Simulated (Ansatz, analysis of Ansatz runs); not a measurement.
# Local vibrational mode of interstitial H+ in rutile SnO2 (r2SCAN)

Aim: the local vibrational mode of interstitial H+ in rutile SnO2, to be set beside the measurement. Set-up: r2SCAN, 96-site cell, r2SCAN lattice, 500 eV, k: the single point 1/4 1/4 1/4. The model is a cell of 96 host atoms with 1 H put in. The frequencies come from force constants among the defect atom and its neighbours, with the masses of the isotopes named. A meta-GGA costs about twice a GGA and mends lattice constants and part of the gap.

**The experiment.** O-H stretch, 1H: 3156.1 cm⁻¹ at 4.2 K, by polarized FTIR absorption (“Hydrogen impurities and shallow donors in SnO2 studied by infrared spectroscopy”, 2011, F. Bekisli et al.). O-D stretch, 2H: 2360.4 cm⁻¹ at 4.2 K, by polarized FTIR absorption (“Hydrogen impurities and shallow donors in SnO2 studied by infrared spectroscopy”, 2011, F. Bekisli et al.). The calculation is set beside it at the end.

Calculated with Ansatz 0.2.0; plane-wave PAW DFT, r2SCAN; relaxation of all atoms of a defect supercell.

### Step 1. The structure

The cell holds 97 atoms: 32 Sn, 64 O and 1 H. Its edges and angles: a = 11.472 Å, b = 11.472 Å, c = 13.463 Å, α = 54.1°, β = 54.1°, γ = 71.9°. It derives from SnO2 (space group P4_2/mnm). Nearest the centre at fractional (0.278, 0.472, 0.699): H97 at 0.00 Å, O20 at 0.99 Å, Sn39 at 2.29 Å, Sn14 at 2.29 Å, Sn85 at 2.29 Å, O18 at 2.32 Å, O89 at 2.32 Å, O47 at 2.49 Å. The cell carries charge +1.

The host's primitive cell comes from a first run (plane-wave PAW DFT, r2SCAN; relaxation of the host's cell and atoms): vectors of 4.760, 4.760 and 3.201 Å. That is 12.09 Å³ an atom, 1.4 % over the diffraction cell's volume. The supercell is built on it.

### Step 2. Relaxation, charge +1

Every later number rests on the structure around the defect, so the atoms are relaxed at the host's lattice first.

The input, relax/input.yaml:

```yaml
relax:
  f_tol: 0.01
  max_steps: 80
  random_displacement: { amplitude: 0.02, seed: 40 }
crystal:
  lattice:
    - [0.0, 9.51989799, 6.40157012]
    - [9.51989799, 0.0, 6.40157012]
    - [9.51989799, 9.51989799, 0.0]
  atoms:
    - { symbol: Sn, position: [0.0, 0.0, 0.0] }
    - { symbol: Sn, position: [0.25, 0.25, 0.25] }
    - { symbol: Sn, position: [0.125, 0.125, 0.125] }
    - { symbol: Sn, position: [0.375, 0.375, 0.375] }
    - { symbol: O, position: [0.0, 0.0, 0.152954559] }
[... 4 atom lines left out ...]
    - { symbol: O, position: [0.25, 0.25, 0.097045441] }
[... 3 atom lines left out ...]
    - { symbol: Sn, position: [0.25, 0.25, 0.75] }
[... 1 atom line left out ...]
    - { symbol: Sn, position: [0.375, 0.375, 0.875] }
[... 1 atom line left out ...]
    - { symbol: O, position: [0.25, 0.25, 0.902954559] }
    - { symbol: O, position: [0.027954559, 0.222045441, 0.875] }
    - { symbol: O, position: [0.277954559, 0.472045441, 0.625] }
[... 1 atom line left out ...]
    - { symbol: O, position: [0.25, 0.25, 0.597045441] }
    - { symbol: O, position: [0.222045441, 0.027954559, 0.875] }
    - { symbol: O, position: [0.472045441, 0.277954559, 0.625] }
    - { symbol: Sn, position: [0.0, 0.5, 0.0] }
    - { symbol: Sn, position: [0.25, 0.75, 0.25] }
[... 1 atom line left out ...]
    - { symbol: Sn, position: [0.375, 0.875, 0.375] }
[... 1 atom line left out ...]
    - { symbol: O, position: [0.25, 0.75, 0.402954559] }
[... 4 atom lines left out ...]
    - { symbol: O, position: [0.222045441, 0.527954559, 0.375] }
[... 1 atom line left out ...]
    - { symbol: Sn, position: [0.0, 0.5, 0.5] }
    - { symbol: Sn, position: [0.25, 0.75, 0.75] }
    - { symbol: Sn, position: [0.125, 0.625, 0.625] }
[... 1 atom line left out ...]
    - { symbol: O, position: [0.0, 0.5, 0.652954559] }
    - { symbol: O, position: [0.25, 0.75, 0.902954559] }
    - { symbol: O, position: [0.027954559, 0.722045441, 0.875] }
[... 1 atom line left out ...]
    - { symbol: O, position: [0.0, 0.5, 0.847045441] }
    - { symbol: O, position: [0.25, 0.75, 0.597045441] }
    - { symbol: O, position: [0.222045441, 0.527954559, 0.875] }
    - { symbol: O, position: [0.472045441, 0.777954559, 0.625] }
[... 11 atom lines left out ...]
    - { symbol: O, position: [0.972045441, 0.277954559, 0.125] }
[... 2 atom lines left out ...]
    - { symbol: Sn, position: [0.625, 0.125, 0.625] }
    - { symbol: Sn, position: [0.875, 0.375, 0.875] }
[... 2 atom lines left out ...]
    - { symbol: O, position: [0.527954559, 0.222045441, 0.875] }
[... 1 atom line left out ...]
    - { symbol: O, position: [0.5, 0.0, 0.847045441] }
    - { symbol: O, position: [0.75, 0.25, 0.597045441] }
[... 3 atom lines left out ...]
    - { symbol: Sn, position: [0.75, 0.75, 0.25] }
[... 3 atom lines left out ...]
    - { symbol: O, position: [0.75, 0.75, 0.402954559] }
    - { symbol: O, position: [0.527954559, 0.722045441, 0.375] }
[... 1 atom line left out ...]
    - { symbol: O, position: [0.5, 0.5, 0.347045441] }
[... 1 atom line left out ...]
    - { symbol: O, position: [0.722045441, 0.527954559, 0.375] }
[... 1 atom line left out ...]
    - { symbol: Sn, position: [0.5, 0.5, 0.5] }
[... 1 atom line left out ...]
    - { symbol: Sn, position: [0.625, 0.625, 0.625] }
[... 1 atom line left out ...]
    - { symbol: O, position: [0.5, 0.5, 0.652954559] }
[... 3 atom lines left out ...]
    - { symbol: O, position: [0.5, 0.5, 0.847045441] }
[... 2 atom lines left out ...]
    - { symbol: O, position: [0.972045441, 0.777954559, 0.625] }
    - { symbol: H, position: [0.277954559, 0.472045441, 0.698875] }
total_charge: 1
basis:
  ecutwfc: 500
  xc_grid: 2
hamiltonian:
  xc: r2scan
kpoints:
  mp_grid: { grid: [1, 1, 1], shift: [0.25, 0.25, 0.25] }
scf:
  occupations: { method: fermi_dirac, width: 0.01 }
  max_iter: 120
output:
  forces: true
checkpoint:
  write: "../relax.run"
  compress: false
  write_wavefunctions: true
  write_every: 100000
```

Command:

```console
$ ansatz run input.yaml --threads 32 --pin off --max-ram 84787MiB --backend cuda --events-out ev --progress --plain --runs-dir out --max-vram 78GiB
```

Log:

```text
Engine: ansatz 0.2.0, aarch64-unknown-linux-gnu
[...]
Pseudopotential: Sn, paw, valence charge 14, recommended cutoff 500 eV (meta_gga), Sn.paw.azcp
Pseudopotential: O, paw, valence charge 6, recommended cutoff 500 eV (meta_gga), O.paw.azcp
Pseudopotential: H, paw, valence charge 1, recommended cutoff 500 eV (meta_gga), H.paw.azcp
Functional definition: r2SCAN
[...]
Crystal: 97 atoms, lattice volume = 1160.329 Å³
Basis set: ecut = 500 eV, 29483 PW (Γ), exchange–correlation on 180×180×200 points (8 copies of the dense FFT grid, shifted against one another)
Bands: 513, of which v1, the nominal top of the filled ones, is band 416 counted from 1 (415 counted from 0)
[...]
k-points: 1
[...]
Functional: x = r2scan, c = r2scan; τ floored in thin density (d = 2e-4 eV/Å³)
SCF iter   1: F=—  HF=-229662.315587 eV  |Δ(HF+E_count)|=         —  Δρ=1.23e-2  dr2=1.23e0  dr2_τ=4.39e0  Hψ=2035
[...]
relax step   8: F+E_penalty+E_count = -229665.23624592 eV  Δ(F+E_penalty+E_count) = -1.153e-7 eV  max|allowed force component| = 3.651e-3 eV/Å  Δτ_max = 0.0000 Å  (3 SCF iters, accepted)
[...]
SCF iter   1: F=—  HF=-229665.236246 eV  |Δ(HF+E_count)|=         —  Δρ=2.38e-6  dr2=5.11e-8  dr2_τ=8.73e-9  Hψ=1839
SCF iter   2: F=-229665.236246 eV  HF=-229665.236246 eV  |Δ(HF+E_count)|=  3.49e-10  Δρ=8.43e-7  dr2=6.80e-9  dr2_τ=1.94e-9  Hψ=1402
SCF 9 converged in 2 iterations: F = -229665.236246 eV  dr2 = 6.80e-9
[...]
SCF converged after 2 iterations
Free energy (F): -229665.236246 eV
[...]
Fermi energy:    9.977925 eV
--- Per-component energies (eV) ---
[...]
--- Forces (eV/Å), atoms counted from 1 ---
[...]
--- Band table (eV) ---
[...]
--- Relaxed structure (8 steps of the walk, 8 accepted, 0 SCFs on fresh bases) ---
[...]
```

The job ended after 11 s (1 × NVIDIA GB200 with 32 threads of Arm Neoverse V2, shared host; peak memory 2.2 GiB).

Relaxation path:

```csv
step,energy less that of the first step (eV),largest force component (eV/Å)
1,0.0000,3.7515
2,-1.2906,0.7129
3,-1.4127,0.2518
4,-1.4346,0.1125
5,-1.4422,0.0655
6,-1.4460,0.0476
7,-1.4462,0.0037
8,-1.4462,0.0037
```

The atoms that moved most (Å, from the sites as typed, ahead of the random displacement, the mean shift of all atoms taken out):

```
atom      dx      dy      dz  length
 H97   0.271   0.055   0.000   0.276
 O20   0.206   0.142   0.001   0.250
Sn39   0.073  -0.143   0.000   0.160
 O47  -0.122  -0.078   0.000   0.145
Sn85  -0.061   0.063   0.062   0.107
Sn14  -0.061   0.063  -0.062   0.107
 O96   0.038  -0.074   0.000   0.083
Sn16   0.004   0.068   0.000   0.068
```

Neighbours of H97 at the end:

```
atom  distance (Å)
 O20         0.985
 O47         2.079
 O89         2.324
 O18         2.324
Sn39         2.422
 O45         2.496
 O46         2.496
Sn85         2.579
Sn14         2.580
```

This step gave:

- free energy: -229665.2362 eV

The relaxation ends 15 meV an atom lower than the displaced start, with a largest force component of 0.0037 eV/Å.

### Step 3. Local vibrational modes

A local mode lives on the defect and the atoms next to it, so only the sites listed in the input are displaced, which costs far fewer SCF runs than the whole cell would.

This step: plane-wave PAW DFT, r2SCAN; finite-displacement force constants among the atoms nearest to a defect, the others at rest.

The input, modes/input.yaml:

```yaml
crystal:
  lattice:
    - [0.0, 9.51989799, 6.40157012]
    - [9.51989799, 0.0, 6.40157012]
    - [9.51989799, 9.51989799, 0.0]
  atoms:
    - { symbol: Sn, position: [-0.001698969, -0.000890384, 0.00135631] }
    - { symbol: Sn, position: [0.251369572, 0.249052217, 0.250626949] }
[... 11 atom lines left out ...]
    - { symbol: Sn, position: [0.25156242, 0.238910866, 0.754963729] }
[... 1 atom line left out ...]
    - { symbol: Sn, position: [0.378281311, 0.371898245, 0.878762429] }
[... 1 atom line left out ...]
    - { symbol: O, position: [0.252824646, 0.249627332, 0.901360354] }
[... 1 atom line left out ...]
    - { symbol: O, position: [0.274595809, 0.475762684, 0.643186215] }
[... 3 atom lines left out ...]
    - { symbol: O, position: [0.470110356, 0.280086151, 0.623326112] }
[... 14 atom lines left out ...]
    - { symbol: Sn, position: [0.113622336, 0.636588493, 0.621311153] }
[... 5 atom lines left out ...]
    - { symbol: O, position: [-0.000293446, 0.503760944, 0.843621117] }
    - { symbol: O, position: [0.246327784, 0.750535361, 0.596920716] }
    - { symbol: O, position: [0.224252193, 0.525903675, 0.864511088] }
[... 37 atom lines left out ...]
    - { symbol: Sn, position: [0.511300545, 0.498628582, 0.495257568] }
[... 3 atom lines left out ...]
    - { symbol: O, position: [0.500628618, 0.497413708, 0.653584774] }
[... 7 atom lines left out ...]
    - { symbol: H, position: [0.266600202, 0.483665541, 0.715963575] }
total_charge: 1
basis:
  ecutwfc: 500
  xc_grid: 2
hamiltonian:
  xc: r2scan
kpoints:
  mp_grid: { grid: [1, 1, 1], shift: [0.25, 0.25, 0.25] }
scf:
  occupations: { method: fermi_dirac, width: 0.01 }
  max_iter: 120
output: {}
checkpoint:
  read: "../relax.run"
phonons:
  supercell: [1, 1, 1]
  displaced_sites: [17, 19, 46, 88, 96]
```

Log:

```text
Warning: basis.xc_grid 2: finite-displacement phonons take 5 at the least, and a number is run as typed, so the frequencies can be off [figures from the program's tests cut]
[...]
Crystal: 97 atoms, lattice volume = 1160.329 Å³
Basis set: ecut = 500 eV, 29483 PW (Γ), exchange–correlation on 180×180×200 points (8 copies of the dense FFT grid, shifted against one another)
Bands: 513, of which v1, the nominal top of the filled ones, is band 416 counted from 1 (415 counted from 0)
[...]
k-points: 1
[...]
SCF 9 converged in 8 iterations: F = -229665.236199 eV  dr2 = 4.52e-12
[...]
SCF 10 converged in 5 iterations: F = -229665.236203 eV  dr2 = 4.11e-13
[...]
SCF 32 converged in 5 iterations: F = -229665.236199 eV  dr2 = 6.57e-13
[...]
force constants formed among 5 of 97 sites (O 17, O 19, O 46, O 88, H 96); the other 92 at rest. The modes move the named sites alone.
  the frequencies, the zero-point energy and the sums are of the block with the acoustic sum rule laid on its rows. Row sums over every site: 5.3e-2 eV/Å² at the most
  transpose residual: 3.1e-4 eV/Å²
  largest component of a force at the reference: 1.9e-3 eV/Å on a named site, 3.7e-3 eV/Å on a site at rest
  frequencies among the named sites at Γ of the cell (cm⁻¹): 246.97 273.18 304.40 340.38 357.76 478.22 482.67 501.70 523.21 609.74 626.60 654.20 858.30 1166.44 3402.50
  unstable modes among the named sites: 0
  frequencies as built, with no sum rule (cm⁻¹): 246.78 272.92 304.28 340.39 357.60 478.34 482.55 500.92 523.32 609.14 626.65 654.12 858.57 1166.63 3402.52
  zero-point energy: 0.671143 eV/cell   skipped modes (ω ≤ 0): 0
  not written: the harmonic force-constant file, the file of eigenvectors (these modes' are written with the force constants), the density of states and the dispersion, which are of every site
[...]
[key lines of the parts left out:]
SCF converged after 2 iterations
Free energy (F): -229665.236246 eV
Fermi energy:    9.977925 eV
```

Wall time 17 s (1 × NVIDIA GB200 with 32 threads); peak memory 2.9 GiB; 89 s of CPU time.

This step gave:

```
free energy : -229665.2362 eV
```

The modes with the largest weight on the probed atoms (the light atom of a pair), for the masses of each isotope. Modes of the displaced atoms (local only where they lie over the host's phonons):

| isotopes | mode (cm⁻¹) | share of the defect atoms |
| --- | --- | --- |
| H | 3403 | 0.942 |
| H | 1166 | 0.967 |
| H | 858.4 | 0.887 |
| D | 2477 | 0.888 |
| D | 842.5 | 0.897 |
| D | 658.3 | 0.472 |

### Step 4. Results

| Quantity | Value |
| --- | --- |
| distance from the defect atom to its nearest neighbour | 0.985 Å |
| O-H stretch, 1H | 3403 cm⁻¹ |
| O-D stretch, 2H | 2477 cm⁻¹ |
| time of the whole chain | 32 s on 32 threads and a graphics card |

**Reading.** O-H stretch, 1H: computed 3403 cm⁻¹, measured 3156.1 cm⁻¹; 247 cm⁻¹ (8 %) above the measurement. O-D stretch, 2H: computed 2477 cm⁻¹, measured 2360.4 cm⁻¹; 117 cm⁻¹ (5 %) above the measurement. The computed value is harmonic, while the measured line is the anharmonic fundamental, which for X–H stretches usually lies a few per cent lower. Only the named neighbours move, so modes near the host's band are approximate.

[Logs are printed without paths, hosts, clocks, repeated set-up lines and the standing remarks that a program may print on its own settings, such as how far it seeks lower states.]

[Hosts, paths, dates, database ids (printed as entryN), source tags and the programs' standing remarks are cut or masked in the printed files.]

[For some hosts the program warned that the k-mesh of the response run may be too coarse for force constants and the static dielectric constant; such warnings are not shown here.]
